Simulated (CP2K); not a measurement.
Two runs for the Si L₂,₃ edge of silylcyclopropane. Run A: CP2K XAS_TDP, all-electron GAPW, PBEh(45%), aug-pc-1, TDA, ZORA, spin–orbit coupling. Run B differs in one setting.

First lines with a strength over 0.0003. A:

```tsv
atom	energy (eV)	states	strength, one atom
Si1 (bonded to C and 3 H)	101.10	2	0.0014
	101.17	1	0.0050
	101.38	1	0.0007
	101.49	1	0.0004
	101.54	2	0.0012
```

B:

```tsv
atom	energy (eV)	states	strength, one atom
Si1 (bonded to C and 3 H)	97.85	2	0.0005
	97.90	1	0.0047
	98.24	2	0.0024
	98.26	1	0.0063
	98.28	3	0.0004
```

Which was it: GW2X switched on, the functional, the basis?

The functional (functional from PBEh(45%) to PBE0; the lines alone don't name the new value). A functional moves all lines by electronvolts and changes their spacings and strengths. The lowest line over the strength cut lies at 97.85 eV, against 101.10 eV (PBEh(45%), aug-pc-1).

[Banner, clock and machine lines of the logs are left out without a mark of their own.]

[Logs are printed without paths, hosts, clocks, repeated set-up lines and the standing remarks that a program may print on its own settings, such as how far it seeks lower states.]

[Hosts, paths, dates, database ids (printed as entryN), source tags and the programs' standing remarks are cut or masked in the printed files.]
